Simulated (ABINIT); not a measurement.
# A GW chain in ABINIT: H4C (I-43m), part 2 of 3

How does a plane-wave GW calculation on H4C (I-43m) run from the first input to the gap?

ABINIT 10.8.3; LDA and many-body steps on it, plane waves. Known limits of the many-body steps: not at the basis limit.

So far. Step 2 (Ground state): The gap is direct, at Γ.

### 3. Bands along the symmetry lines

Level of this step: DFT, LDA, plane waves, norm-conserving pseudopotentials (ABINIT).

Levels along a band path, at the cheap level, show where the edges lie and whether the meshes to come will hold them.

File run.abi:

```
acell 3*1.0 Angstrom
rprim 
  -2.478924680900 2.478924680900 2.478924680900
  2.478924680900 -2.478924680900 2.478924680900
  2.478924680900 2.478924680900 -2.478924680900
ntypat 2
znucl 1 6
natom 5
typat 1 1 1 1 2
xred 
  0.000000000000 0.000000000000 0.746312870000
  0.746312870000 0.000000000000 0.000000000000
  0.000000000000 0.746312870000 0.000000000000
  0.253687130000 0.253687130000 0.253687130000
  0.000000000000 0.000000000000 0.000000000000
pp_dirpath "pseudos"
pseudos "H.upf, C.upf"
ecut 37
iscf -2
irdden 1
kptopt 0
nkpt 50
kpt 
  0.00000000 0.00000000 0.00000000
  0.06250000 -0.06250000 0.06250000
  0.12500000 -0.12500000 0.12500000
  0.18750000 -0.18750000 0.18750000
  0.25000000 -0.25000000 0.25000000
  0.31250000 -0.31250000 0.31250000
  0.37500000 -0.37500000 0.37500000
  0.43750000 -0.43750000 0.43750000
  0.50000000 -0.50000000 0.50000000
  0.43750000 -0.43750000 0.50000000
  0.37500000 -0.37500000 0.50000000
  0.31250000 -0.31250000 0.50000000
  0.25000000 -0.25000000 0.50000000
  0.18750000 -0.18750000 0.50000000
  0.12500000 -0.12500000 0.50000000
  0.06250000 -0.06250000 0.50000000
  0.00000000 0.00000000 0.50000000
  0.00000000 0.00000000 0.43750000
  0.00000000 0.00000000 0.37500000
  0.00000000 0.00000000 0.31250000
  0.00000000 0.00000000 0.25000000
  0.00000000 0.00000000 0.18750000
  0.00000000 0.00000000 0.12500000
  0.00000000 0.00000000 0.06250000
  0.00000000 0.00000000 0.00000000
  0.03125000 0.03125000 0.03125000
  0.06250000 0.06250000 0.06250000
  0.09375000 0.09375000 0.09375000
  0.12500000 0.12500000 0.12500000
  0.15625000 0.15625000 0.15625000
  0.18750000 0.18750000 0.18750000
  0.21875000 0.21875000 0.21875000
  0.25000000 0.25000000 0.25000000
  0.28125000 0.15625000 0.28125000
  0.31250000 0.06250000 0.31250000
  0.34375000 -0.03125000 0.34375000
  0.37500000 -0.12500000 0.37500000
  0.40625000 -0.21875000 0.40625000
  0.43750000 -0.31250000 0.43750000
  0.46875000 -0.40625000 0.46875000
  0.50000000 -0.50000000 0.50000000
  0.25000000 0.25000000 0.25000000
  0.21875000 0.21875000 0.28125000
  0.18750000 0.18750000 0.31250000
  0.15625000 0.15625000 0.34375000
  0.12500000 0.12500000 0.37500000
  0.09375000 0.09375000 0.40625000
  0.06250000 0.06250000 0.43750000
  0.03125000 0.03125000 0.46875000
  -0.00000000 0.00000000 0.50000000
istwfk *1
nband 11
nbdbuf 2
tolwfr 1e-08
nstep 40
prtwf 0
prtvol 0
indata_prefix "in"
outdata_prefix "out"
tmpdata_prefix "tmp"
```

Started as:

```
OMP_NUM_THREADS=1 mpirun -n 4 abinit run.abi > log
```

Numbers of over 12 decimals in the logs are rounded to 6 here.

The log of the run:

```text
.Version 10.8.3 of ABINIT. v10.8.2 released Aug 2026.

 Symmetries : space group I-4 3 m (#217); Bravais cI (body-center cubic)
[... echo of the input left out ...]
== DATASET  1 ==================================================================
-   mpi_nproc: 4, omp_nthreads: 1 (-1 if OMP is not activated)

--- !DatasetInfo
iteration_state: {dtset: 1, }
dimensions: {natom: 5, nkpt: 50, mband: 11, nsppol: 1, nspinor: 1, nspden: 1, mpw: 4448, }
cutoff_energies: {ecut:  37.0, pawecutdg:  -1.0, }
electrons: {nelect:   8.00000000E+00, charge:   0.00000000E+00, occopt:   1.00000000E+00, tsmear:   1.00000000E-02, }

 Real(R)+Recip(G) space primitive vectors, cartesian coordinates (Bohr,Bohr^-1):
 R(1)= -4.6844887  4.6844887  4.6844887  G(1)=  0.0000000  0.1067352  0.1067352
 R(2)=  4.6844887 -4.6844887  4.6844887  G(2)=  0.1067352  0.0000000  0.1067352
 R(3)=  4.6844887  4.6844887 -4.6844887  G(3)=  0.1067352  0.1067352  0.0000000
 Unit cell volume ucvol=  4.1119383E+02 bohr^3
 Angles (23,13,12)=  1.09471221E+02  1.09471221E+02  1.09471221E+02 degrees

 getcut: wavevector=  0.0000  0.0000  0.0000  ngfft=  48  48  48
         ecut(hartree)=     37.000   => boxcut(ratio)=   2.16049

--- Pseudopotential description ------------------------------------------------
- H Generated using ONCVPSP code by D. R. Hamann
-  1.00000   1.00000  180309                  znucl, zion, pspdat
12 -1012 1 -1 1180                            pspcod,pspxc,lmax,lloc,mmax
     nproj     2     1
  pspatm : epsatm=    0.35439867
         --- l  ekb(1:nproj) -->
             0   -1.665338   -0.519510
             1   -0.275071
 pspatm: atomic psp has been read  and splines computed

- C Generated using ONCVPSP code by D. R. Hamann
-  6.00000   4.00000  180309                  znucl, zion, pspdat
12 -1012 1 -1 1234                            pspcod,pspxc,lmax,lloc,mmax
     nproj     2     2
  pspatm : epsatm=    4.35103003
         --- l  ekb(1:nproj) -->
             0    6.431505    0.400560
             1   -4.185684   -0.892924
 pspatm: atomic psp has been read  and splines computed

--------------------------------------------------------------------------------

================================================================================
 prteigrs : about to open file out_EIG
 Non-SCF case, kpt    1 (  0.00000  0.00000  0.00000), residuals and eigenvalues=
  1.42E-09  1.94E-09  4.64E-09  7.29E-09  7.84E-09  9.37E-10  4.20E-09  6.70E-09
[...]
-5.5230E-01 -2.5523E-01 -2.5523E-01 -2.5523E-01  1.2754E-02  1.9499E-01
  1.9499E-01  1.9499E-01  3.3780E-01  3.3780E-01  3.5895E-01
 Non-SCF case, kpt    2 (  0.06250 -0.06250  0.06250), residuals and eigenvalues=
  9.32E-10  7.76E-09  2.40E-09  4.34E-09  5.51E-09  1.35E-09  4.23E-09  4.89E-09
[...]
-5.5169E-01 -2.5697E-01 -2.5602E-01 -2.5602E-01  1.7723E-02  1.9243E-01
[...]
Non-SCF case, kpt   49 (  0.03125  0.03125  0.46875), residuals and eigenvalues=
[...]
-5.4373E-01 -2.8530E-01 -2.6533E-01 -2.5609E-01  8.7720E-02  1.3774E-01
  1.4702E-01  3.0232E-01  3.0964E-01  3.2036E-01  3.4397E-01
 Non-SCF case, kpt   50 ( -0.00000  0.00000  0.50000), residuals and eigenvalues=
[...]
-5.4376E-01 -2.8558E-01 -2.6510E-01 -2.5579E-01  8.6487E-02  1.3808E-01
  1.4795E-01  3.0597E-01  3.0690E-01  3.1944E-01  3.4338E-01

--- !ResultsGS
iteration_state: {dtset: 1, }
comment   : Summary of ground state results
lattice_vectors:
- [ -4.6844887,   4.6844887,   4.6844887, ]
- [  4.6844887,  -4.6844887,   4.6844887, ]
- [  4.6844887,   4.6844887,  -4.6844887, ]
lattice_lengths: [   8.11377,    8.11377,    8.11377, ]
lattice_angles: [109.471, 109.471, 109.471, ] # degrees, (23, 13, 12)
lattice_volume:   4.1119383E+02
convergence: {deltae:  0.000E+00, res2:  0.000E+00, residm:  9.903E-09, diffor:  0.000E+00, }
etotal    :  -8.35899161E+00
entropy   :   0.00000000E+00
fermie    :  -2.55225365E-01
cartesian_stress_tensor: null
pressure_GPa: null
xred      :
- [  9.1638E-20,   9.1638E-20,   7.4631E-01,  H]
- [  7.4631E-01,  -9.1638E-20,   1.2012E-17,  H]
- [ -9.1638E-20,   7.4631E-01,   1.1829E-17,  H]
- [  2.5369E-01,   2.5369E-01,   2.5369E-01,  H]
- [  0.0000E+00,   0.0000E+00,   0.0000E+00,  C]
cartesian_forces: null
force_length_stats: {min: null, max: null, mean: null, }

 Integrated electronic density in atomic spheres:
 ------------------------------------------------
 Atom  Sphere_radius  Integrated_density
[...]
================================================================================

 ----iterations are completed or convergence reached----

 Mean square residual over all n,k,spin=   44.292E-10; max=  99.033E-10
 reduced coordinates (array xred) for    5 atoms
[...]
cartesian coordinates (angstrom) at end:
    1      1.850053     1.850053    -1.850053
    2     -1.850053     1.850053     1.850053
    3      1.850053    -1.850053     1.850053
    4      0.628871     0.628871     0.628871
    5      0.000000     0.000000     0.000000
 length scales=  1.889726125908  1.889726125908  1.889726125908 bohr
              =  1.000000000000  1.000000000000  1.000000000000 angstroms
 prteigrs : about to open file out_EIG
 Eigenvalues (hartree) for nkpt=  50  k points:
 kpt#   1, nband= 11, wtk=  1.00000, kpt=  0.0000  0.0000  0.0000 (reduced coord)
[...]
kpt#   2, nband= 11, wtk=  1.00000, kpt=  0.0625 -0.0625  0.0625 (reduced coord)
[...]
kpt#   3, nband= 11, wtk=  1.00000, kpt=  0.1250 -0.1250  0.1250 (reduced coord)
[...]
kpt#  49, nband= 11, wtk=  1.00000, kpt=  0.0313  0.0313  0.4688 (reduced coord)
  -0.54373   -0.28530   -0.26533   -0.25609    0.08772    0.13774    0.14702    0.30232
   0.30964    0.32036    0.34397
 kpt#  50, nband= 11, wtk=  1.00000, kpt=  0.0000  0.0000  0.5000 (reduced coord)
  -0.54376   -0.28558   -0.26510   -0.25579    0.08649    0.13808    0.14795    0.30597
   0.30690    0.31944    0.34338

== END DATASET(S) ==============================================================
================================================================================

 -outvars: echo values of variables after computation  --------
            nband          11
             nkpt          50
          spgroup         217
 [... the other variables as echoed above ...]

 Calculation completed.
```

Run time: 8.2 s. Hardware: 4 MPI ranks of Arm Neoverse V1, shared host; peak memory 0.34 GiB.

Numbers from this step:

```yaml
gap: 7.292 eV
k_of_the_valence_top: 0, 0, 0
k_of_the_conduction_bottom: 0, 0, 0
least_direct_gap: 7.292 eV
```

The gap is 7.292 eV, as in the run before at this level.

The electronic bands at the labelled points (eV, zero at the top of the highest filled band; v1 is the highest filled band, c1 the lowest empty one):

```
    point     v4     v3     v2     v1     c1     c2     c3     c4
        Γ  -8.08   0.00   0.00   0.00   7.29  12.25  12.25  12.25
  halfway  -7.88  -0.45  -0.29  -0.29   9.05  11.92  12.10  12.10
        H  -7.69  -0.58  -0.58  -0.58  10.41  10.41  13.38  13.38
  halfway  -7.77  -0.71  -0.43  -0.31  10.28  10.56  12.01  12.50
        N  -7.85  -0.83  -0.27  -0.02   9.30  10.70  10.97  15.27
  halfway  -7.97  -0.43  -0.14  -0.01   8.22  11.49  11.50  13.38
        Γ  -8.08   0.00   0.00   0.00   7.29  12.25  12.25  12.25
  halfway  -7.93  -0.55  -0.11  -0.11   8.62  11.13  11.13  13.95
        P  -7.83  -0.43  -0.43  -0.43  10.46  10.46  10.46  13.10
  halfway  -7.79  -0.61  -0.61  -0.17  10.61  10.61  10.63  14.30
        H  -7.69  -0.58  -0.58  -0.58  10.41  10.41  13.38  13.38
jump to P  -7.83  -0.43  -0.43  -0.43  10.46  10.46  10.46  13.10
  halfway  -7.84  -0.71  -0.35  -0.14   9.79  10.58  10.68  14.15
        N  -7.85  -0.83  -0.27  -0.02   9.30  10.70  10.97  15.27
```

The electronic bands as a text plot (rows in eV, shown from -8.0 to 12.9 only):

```
   12.5 |++++++++++    +++        +++++++               +
   11.6 |    ++++        +++    ++++    +++           ++
   10.7 |        +++++++++++++++           ++++++++++++++++++++++
    9.9 |       +++      +++                 +++  +++       ++++
    9.0 |     ++            +++++          ++                   +
    8.1 |  +++                   ++      ++
    7.2 |++                        ++++++
    6.4 |
    5.5 |
    4.6 |
    3.8 |
    2.9 |
    2.0 |
    1.1 |
    0.3 |****              *****************      ***         ***
   -0.6 |  ************************     *************************
   -1.5 |
   -2.3 |
   -3.2 |
   -4.1 |
   -5.0 |
   -5.8 |
   -6.7 |
   -7.6 |    *********************       ************************
         Γ           H       N        Γ         P        H|P    N
```

### 4. Empty states on the mesh, 4×4×4 mesh, 33 bands

The sums over transitions need many empty states on a uniform mesh; this step solves for them.

File run.abi:

```
acell 3*1.0 Angstrom
rprim 
  -2.478924680900 2.478924680900 2.478924680900
  2.478924680900 -2.478924680900 2.478924680900
  2.478924680900 2.478924680900 -2.478924680900
ntypat 2
znucl 1 6
natom 5
typat 1 1 1 1 2
xred 
  0.000000000000 0.000000000000 0.746312870000
  0.746312870000 0.000000000000 0.000000000000
  0.000000000000 0.746312870000 0.000000000000
  0.253687130000 0.253687130000 0.253687130000
  0.000000000000 0.000000000000 0.000000000000
pp_dirpath "pseudos"
pseudos "H.upf, C.upf"
ecut 37
ngkpt 4 4 4
nshiftk 1
shiftk 0 0 0
kptopt 1
chksymbreak 0
iscf -2
irdden 1
istwfk *1
nband 33
nbdbuf 4
tolwfr 1e-09
nstep 60
prtvol 0
indata_prefix "in"
outdata_prefix "out"
tmpdata_prefix "tmp"
```

The log of the run:

```text
.Version 10.8.3 of ABINIT. v10.8.2 released Aug 2026.

 Symmetries : space group I-4 3 m (#217); Bravais cI (body-center cubic)
[... echo of the input left out ...]
== DATASET  1 ==================================================================
-   mpi_nproc: 4, omp_nthreads: 1 (-1 if OMP is not activated)

--- !DatasetInfo
iteration_state: {dtset: 1, }
dimensions: {natom: 5, nkpt: 8, mband: 33, nsppol: 1, nspinor: 1, nspden: 1, mpw: 4434, }
cutoff_energies: {ecut:  37.0, pawecutdg:  -1.0, }
electrons: {nelect:   8.00000000E+00, charge:   0.00000000E+00, occopt:   1.00000000E+00, tsmear:   1.00000000E-02, }

 Real(R)+Recip(G) space primitive vectors, cartesian coordinates (Bohr,Bohr^-1):
 R(1)= -4.6844887  4.6844887  4.6844887  G(1)=  0.0000000  0.1067352  0.1067352
 R(2)=  4.6844887 -4.6844887  4.6844887  G(2)=  0.1067352  0.0000000  0.1067352
 R(3)=  4.6844887  4.6844887 -4.6844887  G(3)=  0.1067352  0.1067352  0.0000000
 Unit cell volume ucvol=  4.1119383E+02 bohr^3
 Angles (23,13,12)=  1.09471221E+02  1.09471221E+02  1.09471221E+02 degrees

 getcut: wavevector=  0.0000  0.0000  0.0000  ngfft=  48  48  48
         ecut(hartree)=     37.000   => boxcut(ratio)=   2.16049

--- Pseudopotential description ------------------------------------------------
- H Generated using ONCVPSP code by D. R. Hamann
-  1.00000   1.00000  180309                  znucl, zion, pspdat
12 -1012 1 -1 1180                            pspcod,pspxc,lmax,lloc,mmax
     nproj     2     1
  pspatm : epsatm=    0.35439867
         --- l  ekb(1:nproj) -->
             0   -1.665338   -0.519510
             1   -0.275071
 pspatm: atomic psp has been read  and splines computed

- C Generated using ONCVPSP code by D. R. Hamann
-  6.00000   4.00000  180309                  znucl, zion, pspdat
12 -1012 1 -1 1234                            pspcod,pspxc,lmax,lloc,mmax
     nproj     2     2
  pspatm : epsatm=    4.35103003
         --- l  ekb(1:nproj) -->
             0    6.431505    0.400560
             1   -4.185684   -0.892924
 pspatm: atomic psp has been read  and splines computed

--------------------------------------------------------------------------------

================================================================================
 prteigrs : about to open file out_EIG
 Non-SCF case, kpt    1 (  0.00000  0.00000  0.00000), residuals and eigenvalues=
  4.51E-10  2.03E-10  2.89E-10  4.52E-10  1.17E-10  1.49E-10  2.78E-10  3.32E-10
  1.40E-10  8.16E-10  7.06E-11  1.52E-10  2.03E-10  1.17E-10  1.88E-10  4.08E-10
  8.63E-10  5.04E-10  6.15E-10  2.42E-10  9.38E-10  9.99E-10  1.17E-10  1.72E-10
[...]
4.35E-08
 -5.5230E-01 -2.5523E-01 -2.5523E-01 -2.5523E-01  1.2754E-02  1.9499E-01
  1.9499E-01  1.9499E-01  3.3780E-01  3.3780E-01  3.5895E-01  3.5895E-01
  3.5895E-01  5.1773E-01  5.1773E-01  5.1773E-01  5.9036E-01  6.7893E-01
  6.7893E-01  7.4308E-01  7.4308E-01  7.4308E-01  8.8537E-01  9.1486E-01
  9.1486E-01  9.1486E-01  1.0488E+00  1.1601E+00  1.1601E+00  1.1601E+00
[...]
prteigrs : prtvol=0 or 1, do not print more k-points.

--- !ResultsGS
iteration_state: {dtset: 1, }
comment   : Summary of ground state results
lattice_vectors:
- [ -4.6844887,   4.6844887,   4.6844887, ]
- [  4.6844887,  -4.6844887,   4.6844887, ]
- [  4.6844887,   4.6844887,  -4.6844887, ]
lattice_lengths: [   8.11377,    8.11377,    8.11377, ]
lattice_angles: [109.471, 109.471, 109.471, ] # degrees, (23, 13, 12)
lattice_volume:   4.1119383E+02
convergence: {deltae:  0.000E+00, res2:  0.000E+00, residm:  9.993E-10, diffor:  0.000E+00, }
etotal    :  -8.35899161E+00
entropy   :   0.00000000E+00
fermie    :  -2.55225365E-01
cartesian_stress_tensor: null
pressure_GPa: null
xred      :
- [  9.1638E-20,   9.1638E-20,   7.4631E-01,  H]
- [  7.4631E-01,  -9.1638E-20,   1.2012E-17,  H]
- [ -9.1638E-20,   7.4631E-01,   1.1829E-17,  H]
- [  2.5369E-01,   2.5369E-01,   2.5369E-01,  H]
- [  0.0000E+00,   0.0000E+00,   0.0000E+00,  C]
cartesian_forces: null
force_length_stats: {min: null, max: null, mean: null, }

 Integrated electronic density in atomic spheres:
 ------------------------------------------------
 Atom  Sphere_radius  Integrated_density
[...]
================================================================================

 ----iterations are completed or convergence reached----

 Mean square residual over all n,k,spin=   38.696E-11; max=  99.934E-11
 reduced coordinates (array xred) for    5 atoms
[...]
0.253687130000      0.253687130000      0.253687130000
       0.000000000000      0.000000000000      0.000000000000

 cartesian coordinates (angstrom) at end:
    1      1.850053     1.850053    -1.850053
    2     -1.850053     1.850053     1.850053
    3      1.850053    -1.850053     1.850053
    4      0.628871     0.628871     0.628871
    5      0.000000     0.000000     0.000000
 length scales=  1.889726125908  1.889726125908  1.889726125908 bohr
              =  1.000000000000  1.000000000000  1.000000000000 angstroms
 prteigrs : about to open file out_EIG
 Eigenvalues (hartree) for nkpt=   8  k points:
 kpt#   1, nband= 33, wtk=  0.01563, kpt=  0.0000  0.0000  0.0000 (reduced coord)
[...]
0.59036    0.67893    0.67893    0.74308    0.74308    0.74308    0.88537    0.91486
   0.91486    0.91486    1.04885    1.16010    1.16010    1.16010    1.16338    1.16338
   1.16338
 prteigrs : prtvol=0 or 1, do not print more k-points.

== END DATASET(S) ==============================================================
================================================================================

 -outvars: echo values of variables after computation  --------
            nband          33
             nkpt           8
          spgroup         217
 [... the other variables as echoed above ...]

 Calculation completed.
```

It took 8.2 s on 4 MPI ranks; peak memory 0.33 GiB; 33 s of CPU time.

Numbers from this step:

- gap: 7.292 eV
- k of the valence top: 0, 0, 0
- k of the conduction bottom: 0, 0, 0
- least direct gap: 7.292 eV
- k points computed: 8
- lowest point of the top converged band, above the valence top: 33.18 eV

On this mesh the gap is 7.292 eV.

### 5. Screening, 4×4×4 mesh, 29 bands, screening to 87.1 eV

The RPA dielectric matrix is built and inverted for each q.

This step: RPA screening on LDA, plane waves, norm-conserving pseudopotentials.

Edit run.abi of step 4 so:

```diff
@@ -23,10 +23,11 @@
 chksymbreak 0
-iscf -2
-irdden 1
 istwfk *1
-nband 33
-nbdbuf 4
-tolwfr 1e-09
-nstep 60
-prtvol 0
+occopt 1
+irdwfk 1
+optdriver 3
+nband 29
+ecuteps 3.2
+inclvkb 2
+awtr 1
+symchi 1
 indata_prefix "in"
```

The log of the run:

```text
.Version 10.8.3 of ABINIT. v10.8.2 released Aug 2026.

 Symmetries : space group I-4 3 m (#217); Bravais cI (body-center cubic)
[... echo of the input left out ...]
== DATASET  1 ==================================================================
-   mpi_nproc: 4, omp_nthreads: 1 (-1 if OMP is not activated)

--- !DatasetInfo
iteration_state: {dtset: 1, }
dimensions: {natom: 5, nkpt: 8, mband: 29, nsppol: 1, nspinor: 1, nspden: 1, mpw: 4434, }
cutoff_energies: {ecut:  37.0, pawecutdg:  -1.0, }
electrons: {nelect:   8.00000000E+00, charge:   0.00000000E+00, occopt:   1.00000000E+00, tsmear:   1.00000000E-02, }

 SCREENING: Calculation of the susceptibility and dielectric matrices

 Based on a program developped by R.W. Godby, V. Olevano, G. Onida, and L. Reining.
 Incorporated in ABINIT by V. Olevano, G.-M. Rignanese, and M. Torrent.
.Using double precision arithmetic ; gwpc =  8

[... cell and pseudopotentials left out ...]
--------------------------------------------------------------------------------

 ==== K-mesh for the wavefunctions ====
 Number of points in the irreducible wedge :     8
[... list of points left out ...]
 Together with 24 symmetry operations and time-reversal symmetry
 yields    64 points in the full Brillouin Zone.

 ==== Q-mesh for the screening function ====
 Number of points in the irreducible wedge :     8
[... list of points left out ...]
 Together with 24 symmetry operations and time-reversal symmetry
 yields    64 points in the full Brillouin Zone.

 setmesh: FFT mesh size selected  =    24x   24x   24
          total number of points  =        13824

 vcoul_init : cutoff-mode = AUXILIARY_FUNCTION
 q-points for optical limit:   1
     1)      0.000010    0.000020    0.000030

- screening: taking advantage of time-reversal symmetry
- Maximum band index for partially occupied states nbvw = 4
- Remaining bands to be divided among processors   nbcw = 25
- Number of bands treated by each node ~6

 Number of electrons calculated from density =    8.0000; Expected =    8.0000
 average of density, n =  0.019456
 r_s =    2.3065
 omega_plasma =   13.4548 [eV]

 calculating chi0 at frequencies [eV] :
  1    0.000000E+00    0.000000E+00
  2    0.000000E+00    1.345480E+01

--------------------------------------------------------------------------------
  q-point number  1        q = ( 0.000000, 0.000000, 0.000000) [r.l.u.]
--------------------------------------------------------------------------------
[... chi0 elements left out ...]
 For q-point:  0.000010 0.000020 0.000030
  dielectric constant =   1.6089
  dielectric constant without local fields =   1.8087

  Average fulfillment of the sum rule on Im[epsilon] for q-point    1 :     50.66  [%]
[... wings left out ...]
  q-point number  2        q = ( 0.250000, 0.000000, 0.000000) [r.l.u.]
--------------------------------------------------------------------------------
[... chi0 elements left out ...]
  Average fulfillment of the sum rule on Im[epsilon] for q-point    2 :     73.36  [%]

 [... 6 further q-points ...]
```

Elapsed: 3.7 s, on 4 MPI ranks; peak memory 0.46 GiB.

Numbers from this step:

| Item | Value |
| --- | --- |
| ε∞ with local fields, on this mesh, along the program's q direction | 1.609 |
| the same without local fields | 1.809 |
| plasma frequency | 13.45 eV |
| plane waves in the screening matrix | 135 |

Local fields lower ε∞ by 11 %.

(Part 2 of 3 ends here.)

[Paths, hosts, dates, memory and timing lines, banners, echoed tables and standing remarks are left out of the program output.]

[Logs are printed without paths, hosts, clocks, repeated set-up lines and the standing remarks that a program may print on its own settings, such as how far it seeks lower states.]

[Runs of the session that timed out or met a known fault of the program may be left out.]

[Hosts, paths, dates, database ids (printed as entryN), source tags and the programs' standing remarks are cut or masked in the printed files.]

[G0W0 gaps are taken among the corrected bands and points alone; a level outside them can change the order at an edge.]

[Where Ansatz stands beside ABINIT at settings called matched, ABINIT's density can come from a denser mesh and the files from another edition; pairs whose starting gaps differed by over 0.03 eV were left out, so agreement reads better than it is.]
